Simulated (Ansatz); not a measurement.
# Free carriers and the phonons of SiC (Moissanite, P6_3mc), part 2 of 2

Aim: how far do free carriers move the optical modes of SiC (Moissanite, P6_3mc)?

Ansatz 0.2.0; DFT LDA, scalar-relativistic, plane waves, PAW; PAW set soft_1.

So far. Step 7 (A member of the series: 15 × 10²⁰ holes per cm³): The largest force component left is 0.45 meV/Å. Step 8 (Modes of this member: 15 × 10²⁰ holes per cm³): Without the LO-TO term the lowest optical mode is real, 252 cm⁻¹, and the highest lies at 838.9 cm⁻¹.

## Step 9: A check on a coarser mesh: 2 × 10²⁰ holes per cm³

To see what the mesh is worth, the run for 2 × 10²⁰ holes per cm³ is repeated on 21×21×12 points.

input.yaml reads:

```yaml
crystal:
  lattice:
    - [3.0564320057, 0.0, 0.0]
    - [-1.5282160028, 2.6469477619, 0.0]
    - [0.0, 0.0, 5.0159470883]
  atoms:
    - { symbol: C, position: [0.3333333333, 0.6666666667, 0.3803490118] }
    - { symbol: C, position: [0.6666666667, 0.3333333333, 0.8803490118] }
    - { symbol: Si, position: [0.3333333333, 0.6666666667, 0.0046509882] }
    - { symbol: Si, position: [0.6666666667, 0.3333333333, 0.5046509882] }
total_charge: 0.008116
kpoints:
  mp_grid: { grid: [21, 21, 12] }
hamiltonian:
  xc: lda
  pseudopotentials: { kind: paw, azcp: { folder: soft_1 }, xc_functional: pbe }
scf:
  occupations: { method: fermi_dirac, width: 0.03 }
output:
  eigenvalues: true
phonons:
  method: dfpt
```

Command:

```console
$ ansatz run input.yaml --threads 4 --pin off --max-ram 16384MiB --backend cpu --events-out ev --progress --plain --runs-dir out
```

Numbers of over 12 decimals in the logs are rounded to 6 here.

The log of the run:

```text
[...]
Crystal: 4 atoms, lattice volume = 40.580 Å³
Basis set: ecut = 420 eV, 785 PW (Γ), exchange–correlation on 48×48×72 points (8 copies of the dense FFT grid, shifted against one another)
Bands: 12, of which v1, the nominal top of the filled ones, is band 8 counted from 1 (7 counted from 0)
Symmetry: 12 space group operations
k-points: 1397 of 5292 (irreducible under 2 space group operations, time reversal used)
[...]
k-point 1: bands = [... 4 lower, 8.3315, 9.3262, 9.6120, 9.6120, 14.5882, 16.1817, 16.3249, 16.3249]
  k-point 2: bands = [... 4 lower, 8.3887, 8.7930, 9.5351, 9.5351, 14.6810, 16.3595, 16.3595, 16.5549]
  k-point 1396: bands = [... 4 lower, 5.1664, 5.1664, 7.4762, 7.4762, 14.4818, 14.4818, 16.6440, 16.6440]
[...]
ASR residual: 7.076e-5 → 0.000e0 eV/Å²; symmetrization residual: 8.200e-7 eV/Å²
  ASR residual per site (eV/Å²): 2.49e-5 2.49e-5 7.08e-5 7.08e-5
[...]
[key lines of the parts left out:]
SCF converged after 8 iterations
Free energy (F): -1704.479629 eV
Fermi energy:    9.592875 eV
```

Run time: 61 s. Hardware: 4 threads of Arm Neoverse V2, shared host; peak memory 2.2 GiB; 3.9 min of CPU time.

This step gave:

* sum-rule residual before enforcement: 7.08e-5 eV/Å²
* highest optical mode at the zone centre (no LO-TO term): 840.8 cm⁻¹
* lowest optical zone-centre mode: 255.1 cm⁻¹

The highest mode comes at 840.8 cm⁻¹, against 840.8 cm⁻¹ on 26×26×15 points.

## Step 10: A check on a coarser mesh: 10 × 10²⁰ holes per cm³

To see what the mesh is worth, the run for 10 × 10²⁰ holes per cm³ is repeated on 21×21×12 points.

input.yaml, the sections that differ from step 9:

```yaml
crystal:
  lattice:
    - [3.0564320057, 0.0, 0.0]
    - [-1.5282160028, 2.6469477619, 0.0]
    - [0.0, 0.0, 5.0159470883]
  atoms:
    - { symbol: C, position: [0.3333333333, 0.6666666667, 0.3801770496] }
    - { symbol: C, position: [0.6666666667, 0.3333333333, 0.8801770496] }
    - { symbol: Si, position: [0.3333333333, 0.6666666667, 0.0048229504] }
    - { symbol: Si, position: [0.6666666667, 0.3333333333, 0.5048229504] }
total_charge: 0.04058
# kpoints, hamiltonian, scf, output, phonons: as in step 9
```

The log of the run:

```text
[...]
Crystal: 4 atoms, lattice volume = 40.580 Å³
Basis set: ecut = 420 eV, 785 PW (Γ), exchange–correlation on 48×48×72 points (8 copies of the dense FFT grid, shifted against one another)
Bands: 12, of which v1, the nominal top of the filled ones, is band 8 counted from 1 (7 counted from 0)
Symmetry: 12 space group operations
k-points: 1397 of 5292 (irreducible under 2 space group operations, time reversal used)
[...]
k-point 1: bands = [... 4 lower, 8.3253, 9.3097, 9.6041, 9.6041, 14.5912, 16.1825, 16.3317, 16.3317]
  k-point 2: bands = [... 4 lower, 8.3825, 8.7785, 9.5273, 9.5273, 14.6840, 16.3664, 16.3664, 16.5544]
  k-point 1396: bands = [... 4 lower, 5.1673, 5.1673, 7.4676, 7.4676, 14.4868, 14.4868, 16.6491, 16.6491]
[...]
ASR residual: 8.251e-5 → 0.000e0 eV/Å²; symmetrization residual: 7.720e-7 eV/Å²
  ASR residual per site (eV/Å²): 8.25e-5 8.25e-5 3.70e-5 3.70e-5
[...]
[key lines of the parts left out:]
SCF converged after 8 iterations
Free energy (F): -1704.788605 eV
Fermi energy:    9.457251 eV
```

Run time: 62 s. Hardware: 4 threads; peak memory 2.2 GiB; 3.9 min of CPU time.

This step gave:

```yaml
sum_rule_residual_before_enforcement: 8.25e-5 eV/Å²
highest_optical_mode_at_the_zone_centre_no_lo_to_term: 839.7 cm⁻¹
lowest_optical_zone_centre_mode: 252.6 cm⁻¹
```

The highest mode comes at 839.7 cm⁻¹, against 839.7 cm⁻¹ on 26×26×15 points.

## Step 11: The series together

The members are set side by side, also those not shown above.

Electrons count positive and holes negative; without the LO-TO term; modes are tracked from the neutral crystal by their patterns, and those within 0.3 cm⁻¹ of each other stand once; the cell of the neutral crystal is kept and the atoms are relaxed where symmetry leaves them free; all runs use 26×26×15 k points and Fermi-Dirac smearing of 0.03 eV. Optical modes along the series:

```tsv
carriers (10²⁰ cm⁻³)	mode 4 E2 (cm⁻¹)	mode 6 B1 (cm⁻¹)	mode 7 E2 (cm⁻¹)	mode 9 A1 (cm⁻¹)	mode 10 E1 (cm⁻¹)	mode 12 B1 (cm⁻¹)
-15	252	578.6	742.6	733.6	774.6	838.9
-10	252.8	584.9	746.9	746.6	781	839.7
-6	253.3	590.4	750.3	758.1	787.3	840.3
-4	253.8	593.2	753.2	764.4	791.2	840.6
-2	254.9	596.2	757.9	769.2	795.8	840.8
-1	256	597.8	761.7	770.6	798.5	841
0	258	599.3	767.9	771.2	801.3	841.1
```

## Step 12: Results

```
members                          : 7
mode that changes most, in cm⁻¹  : mode 9 A1
its frequency without carriers   : 771.25 cm⁻¹
its frequency at -15 × 10²⁰ cm⁻³ : 733.59 cm⁻¹
```

At 15 × 10²⁰ holes per cm³ the largest change in cm⁻¹ is that of mode 9 A1, -37.66 cm⁻¹ from 771.25 cm⁻¹. At 2 and 10 × 10²⁰ cm⁻³ the coarser mesh moves the optical modes by up to 0.83 cm⁻¹, a measure of the error left by the mesh there. The response is adiabatic: the carriers follow the ions at once. Where they cannot, as for a zone-centre mode faster than their scattering, measured shifts differ, and line shapes are not given here. The background stands for dopants without their size, scattering or local bonds, and the cell is that of the neutral crystal, although carriers also change the volume at rest, which would shift the modes as well. Spin-orbit coupling, which splits the valence bands that hold the holes, is left out. In a polar crystal the carriers also screen the field of the longitudinal modes, often the largest effect; only modes without that field are treated here. These are harmonic frequencies of a static lattice, with warm electrons: anharmonic shifts, linewidths and thermal expansion are left out. The PAW files were made for PBE; the program adapts parts of them to the functional of the run, but their partial waves stay those of PBE, an approximation that was not tested in this session. Only the zone centre was solved, so an instability at another wavevector cannot show here.

[Logs are printed without paths, hosts, clocks, repeated set-up lines and the standing remarks that a program may print on its own settings, such as how far it seeks lower states.]

[Hosts, paths, dates, database ids (printed as entryN), source tags and the programs' standing remarks are cut or masked in the printed files.]
